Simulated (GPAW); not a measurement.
**A GW chain in GPAW: ZnS2 (Pa-3)**

Aim: the G0W0 gap of ZnS2 (Pa-3) on LDA, step by step.

Calculated with GPAW 26.7.0; LDA and many-body steps on it, plane waves.

Report form: the programs' logs are mostly left out.

## 1. Starting point

The structure is cubic, space group Pa-3 (No. 205). The conventional cell has a = 5.945 Å, b = 5.945 Å, c = 5.945 Å, α = 90.00°, β = 90.00°, γ = 90.00°. Nearest to Zn lie 6 S at 2.52 Å. Nearest to S lie 1 S at 2.06 Å and 3 Zn at 2.52 Å. Farther neighbours and most contacts between anions are not listed.

The cell and positions are those that the Materials Project relaxed with its own functionals (PBE, PBE+U or r2SCAN), kept fixed.

## 2. Ground state

This step: GPAW 26.7.0; DFT, LDA, plane waves, PAW.

The ground-state density comes first.

run.py

```python
import json
import numpy as np
from gpaw.mpi import world
from ase import Atoms
from gpaw import GPAW, PW, FermiDirac

atoms = Atoms(['Zn', 'Zn', 'Zn', 'Zn', 'S', 'S', 'S', 'S', 'S', 'S', 'S', 'S'],
    cell=[[5.9454304600, 0.0000000000, 0.0000000000],
      [0.0000000000, 5.9454304600, 0.0000000000],
      [0.0000000000, 0.0000000000, 5.9454304600]],
    scaled_positions=[[0.5000000000, 0.5000000000, 0.0000000000],
      [0.5000000000, 0.0000000000, 0.5000000000],
      [0.0000000000, 0.5000000000, 0.5000000000],
      [0.0000000000, 0.0000000000, 0.0000000000],
      [0.1002463900, 0.8997536100, 0.3997536100],
      [0.8997536100, 0.3997536100, 0.1002463900],
      [0.3997536100, 0.1002463900, 0.8997536100],
      [0.6002463900, 0.6002463900, 0.6002463900],
      [0.8997536100, 0.1002463900, 0.6002463900],
      [0.1002463900, 0.6002463900, 0.8997536100],
      [0.6002463900, 0.8997536100, 0.1002463900],
      [0.3997536100, 0.3997536100, 0.3997536100]],
    pbc=(True, True, True))
calc = GPAW(mode=PW(600),
    xc='LDA',
    kpts={'size': (4, 4, 4), 'gamma': True},
    occupations=FermiDirac(0.001),
    nbands=-12,
    convergence={'density': 1e-6, 'bands': -3},
    maxiter=100,
    txt='gs.txt')
atoms.calc = calc
res = {'energy': atoms.get_potential_energy()}
kpts = calc.get_ibz_k_points()
res['kpts'] = kpts
res['eigenvalues'] = [calc.get_eigenvalues(kpt=k) for k in range(len(kpts))]
res['n_electrons'] = calc.get_number_of_electrons()
calc.write('gs.gpw')

if world.rank == 0:
    with open('result.json', 'w') as f:
        json.dump(res, f, default=lambda x: x.tolist())
```

Started as:

```
$ mpirun -n 4 gpaw python run.py
```

Elapsed: 73 s, on 4 MPI ranks of AMD EPYC 9R14 (Zen 4), shared host; peak memory 1.2 GiB; 4.9 min of CPU time.

Numbers from this step:

```yaml
total_energy: -50.4278 eV
gap: 1.262 eV
k_of_the_valence_top: 0, 0, 0
k_of_the_conduction_bottom: 0.25, 0.25, 0.25
least_direct_gap: 1.640 eV
```

The gap is indirect, with the least direct gap 0.38 eV higher.

## 3. Bands along the symmetry lines

Levels along a band path, at the cheap level, show where the edges lie and whether the meshes to come will hold them.

run.py

```python
import json
import numpy as np
from gpaw.mpi import world
from gpaw import GPAW

path = [[0.000000, 0.000000, 0.000000],
    [0.000000, 0.062500, 0.000000],
    [0.000000, 0.125000, 0.000000],
    [0.000000, 0.187500, 0.000000],
    [0.000000, 0.250000, 0.000000],
    [0.000000, 0.312500, 0.000000],
    [0.000000, 0.375000, 0.000000],
    [0.000000, 0.437500, 0.000000],
    [0.000000, 0.500000, 0.000000],
    [0.062500, 0.500000, 0.000000],
    [0.125000, 0.500000, 0.000000],
    [0.187500, 0.500000, 0.000000],
    [0.250000, 0.500000, 0.000000],
    [0.312500, 0.500000, 0.000000],
    [0.375000, 0.500000, 0.000000],
    [0.437500, 0.500000, 0.000000],
    [0.500000, 0.500000, 0.000000],
    [0.437500, 0.437500, 0.000000],
    [0.375000, 0.375000, 0.000000],
    [0.312500, 0.312500, 0.000000],
    [0.250000, 0.250000, 0.000000],
    [0.187500, 0.187500, 0.000000],
    [0.125000, 0.125000, 0.000000],
    [0.062500, 0.062500, 0.000000],
    [0.000000, 0.000000, 0.000000],
    [0.062500, 0.062500, 0.062500],
    [0.125000, 0.125000, 0.125000],
    [0.187500, 0.187500, 0.187500],
    [0.250000, 0.250000, 0.250000],
    [0.312500, 0.312500, 0.312500],
    [0.375000, 0.375000, 0.375000],
    [0.437500, 0.437500, 0.437500],
    [0.500000, 0.500000, 0.500000],
    [0.437500, 0.500000, 0.437500],
    [0.375000, 0.500000, 0.375000],
    [0.312500, 0.500000, 0.312500],
    [0.250000, 0.500000, 0.250000],
    [0.187500, 0.500000, 0.187500],
    [0.125000, 0.500000, 0.125000],
    [0.062500, 0.500000, 0.062500],
    [0.000000, 0.500000, 0.000000],
    [0.500000, 0.500000, 0.500000],
    [0.500000, 0.500000, 0.437500],
    [0.500000, 0.500000, 0.375000],
    [0.500000, 0.500000, 0.312500],
    [0.500000, 0.500000, 0.250000],
    [0.500000, 0.500000, 0.187500],
    [0.500000, 0.500000, 0.125000],
    [0.500000, 0.500000, 0.062500],
    [0.500000, 0.500000, 0.000000],
    [0.500000, 0.437500, 0.000000],
    [0.500000, 0.375000, 0.000000],
    [0.500000, 0.312500, 0.000000],
    [0.500000, 0.250000, 0.000000],
    [0.500000, 0.187500, 0.000000],
    [0.500000, 0.125000, 0.000000],
    [0.500000, 0.062500, 0.000000],
    [0.500000, 0.000000, 0.000000]]
calc = GPAW('gs.gpw').fixed_density(kpts=path,
    symmetry='off',
    nbands=58,
    convergence={'bands': 54},
    txt='bands.txt')
res = {}
kpts = calc.get_ibz_k_points()
res['kpts'] = kpts
res['eigenvalues'] = [calc.get_eigenvalues(kpt=k) for k in range(len(kpts))]
res['n_electrons'] = calc.get_number_of_electrons()

if world.rank == 0:
    with open('result.json', 'w') as f:
        json.dump(res, f, default=lambda x: x.tolist())
```

Started as:

```
$ mpirun -n 4 gpaw python run.py
```

The job ended after 3.6 min (4 MPI ranks; peak memory 1.7 GiB).

This step gave:

```yaml
gap: 1.262 eV
k_of_the_valence_top: 0, 0, 0
k_of_the_conduction_bottom: 0.25, 0.25, 0.25
least_direct_gap: 1.640 eV
```

The gap is 1.262 eV, as in the run before at this level.

The electronic bands at the labelled points (eV, zero at the top of the highest filled band):

```
    point  band 45  band 46  band 47  band 48  band 49  band 50  band 51  band 52
        Γ    -0.72    -0.72     0.00     0.00     1.64     2.14     2.77     2.77
  halfway    -0.98    -0.93    -0.52    -0.05     1.63     1.87     2.34     2.43
        X    -1.83    -1.83    -0.22    -0.22     1.81     1.81     1.87     1.87
  halfway    -1.81    -1.81    -0.87    -0.87     1.80     1.80     1.92     1.92
        M    -1.67    -1.67    -1.67    -1.67     1.67     1.67     1.67     1.67
  halfway    -1.05    -1.05    -0.83    -0.65     1.56     1.85     1.92     2.46
        Γ    -0.72    -0.72     0.00     0.00     1.64     2.14     2.77     2.77
  halfway    -1.27    -1.27    -0.96    -0.96     1.26     1.98     2.28     2.28
        R    -2.37    -2.37    -2.37    -2.37     1.84     1.84     1.84     1.84
  halfway    -1.68    -1.68    -1.18    -1.18     1.76     1.76     2.24     2.24
        X    -1.83    -1.83    -0.22    -0.22     1.81     1.81     1.87     1.87
jump to R    -2.37    -2.37    -2.37    -2.37     1.84     1.84     1.84     1.84
  halfway    -1.78    -1.78    -1.78    -1.78     2.04     2.04     2.04     2.04
        M    -1.67    -1.67    -1.67    -1.67     1.67     1.67     1.67     1.67
  halfway    -1.69    -1.69    -0.74    -0.74     1.66     1.66     1.92     1.92
       X1    -1.83    -1.83    -0.22    -0.22     1.81     1.81     1.87     1.87
```

## 4. Empty states on the mesh, 2×2×2 mesh, 260 bands

The sums over transitions need many empty states on a uniform mesh; this step solves for them.

run.py

```python
import json
import numpy as np
from gpaw.mpi import world
from gpaw import GPAW

calc = GPAW('gs.gpw').fixed_density(kpts={'size': (2, 2, 2), 'gamma': True},
    nbands=303,
    convergence={'bands': 260},
    txt='nscf.txt')
calc.write('full.gpw', mode='all')
res = {}
kpts = calc.get_ibz_k_points()
res['kpts'] = kpts
res['eigenvalues'] = [calc.get_eigenvalues(kpt=k) for k in range(len(kpts))]
res['n_electrons'] = calc.get_number_of_electrons()

if world.rank == 0:
    with open('result.json', 'w') as f:
        json.dump(res, f, default=lambda x: x.tolist())
```

Started as:

```
$ mpirun -n 4 gpaw python run.py
```

Wall time 67 s (4 MPI ranks); peak memory 1.6 GiB.

This step gave:

- gap: 1.640 eV
- k of the valence top: 0, 0, 0
- k of the conduction bottom: 0, 0, 0
- least direct gap: 1.640 eV
- k points computed: 4
- lowest point of the top converged band, above the valence top: 48.59 eV

On this mesh the gap is 1.640 eV. The earlier step found 1.262 eV, so this mesh misses an edge.

## 5. Screening and self-energy, 2×2×2 mesh, 250 bands, screening to 65 eV

G0W0 replaces the xc potential by the self-energy, built once from these orbitals. Only a window of levels is corrected, while the sums run over the empty bands that the input names.

This step: G0W0 on LDA, plane waves, PAW.

run.py

```python
import json
import numpy as np
from gpaw.mpi import world
from gpaw.response.g0w0 import G0W0

gw = G0W0('full.gpw',
    filename='gw',
    kpts=[0],
    bands=(46, 50),
    ecut=65,
    nbands=250,
    integrate_gamma='WS',
    ppa=True)
gw.calculate()
res = {mode: {k: v for k, v in r.items() if k != 'sigma_eskwn'}
       for mode, r in gw.all_results.items()}

if world.rank == 0:
    with open('result.json', 'w') as f:
        json.dump(res, f, default=lambda x: x.tolist())
```

Started as:

```
$ mpirun -n 4 gpaw python run.py
```

It took 40 s on 4 MPI ranks; peak memory 2.2 GiB.

This step gave:

| Quantity | Value |
| --- | --- |
| G0W0 gap on the points computed | 2.761 eV |
| least direct G0W0 gap on the computed points | 2.761 eV |
| Z at the valence top | 0.7835 |
| Z at the conduction bottom | 0.7895 |
| starting gap on the mesh | 1.640 eV |
| k of the valence top | 0, 0, 0 |
| k of the conduction bottom | 0, 0, 0 |

The gap on the mesh goes from 1.64 eV to 2.76 eV, a correction of +1.12 eV. The start differs from the 1.26 eV found before because the two sample other k points.

Limits: finite bands, cutoff and mesh; coarse k mesh. v1 is the top filled band, c1 the lowest empty one. The levels before and after the correction (eV, zero at the valence-band top of each column):

```
           conduction bottom  valence top
Kohn-Sham               1.64         0.00
     G0W0               2.76         0.00
```

|  | level | energy (eV) |
| --- | --- | --- |
| Kohn-Sham | Γ v2-v1 | 0.000 |
| Kohn-Sham | Γ c1 | 1.640 |
| Kohn-Sham | Γ c2 | 2.143 |
| G0W0 | Γ v2-v1 | 0.000 |
| G0W0 | Γ c1 | 2.761 |
| G0W0 | Γ c2 | 3.495 |

## 6. Where the time went

Times are wall times on 4 MPI ranks of AMD EPYC 9R14 (Zen 4), shared host, good to a factor of about two.

```
                          step     time  share  memory (GiB)
                  ground state     73 s   19 %           1.2
bands along the symmetry lines  3.6 min   54 %           1.7
      empty states on the mesh     67 s   17 %           1.6
     screening and self-energy     40 s   10 %           2.2
```

## 7. Summary of results

| Item | Value |
| --- | --- |
| LDA gap | 1.26 eV, indirect |
| G0W0 gap on the mesh | 2.76 eV |
| G0W0 gap over the zone (rigid shift) | 2.38 eV |
| GW settings | 2×2×2 mesh, 250 bands, screening to 65 eV, Godby-Needs plasmon pole |
| known limits | not at the basis limit; coarse k mesh |

In words: G0W0 moves the gap on the mesh from 1.64 eV to 2.76 eV (+1.12 eV), with Z of 0.78 and 0.79 at the edges. The mesh misses the band edges by 0.38 eV in all; a rigid shift gives 2.38 eV for the zone. Only 1 of the mesh's irreducible points was corrected, so a valley elsewhere could overtake. The dearest step here is «bands along the symmetry lines». Bands and cutoff are finite, so the gap is not at the basis limit. The miss can reach some tenths of an eV and take either sign; the mesh is an error of its own. These stock PAW sets were not made for GW. In the G0W0 run levels were corrected at 1 k point alone, so a gap called «on the mesh» is the least over those, and an edge elsewhere would be missed. A denser mesh or path gives a starting gap of 1.26 eV: the GW mesh misses a band edge, so its gaps are not the fundamental one. The 2×2×2 mesh is coarse for this cell, which bears on the long-range parts of exchange and screening.

[Paths, hosts, dates, memory and timing lines, banners, echoed tables and standing remarks are left out of the program output.]

[Logs are printed without paths, hosts, clocks, repeated set-up lines and the standing remarks that a program may print on its own settings, such as how far it seeks lower states.]

[Runs of the session that timed out or met a known fault of the program may be left out.]

[Hosts, paths, dates, database ids (printed as entryN), source tags and the programs' standing remarks are cut or masked in the printed files.]
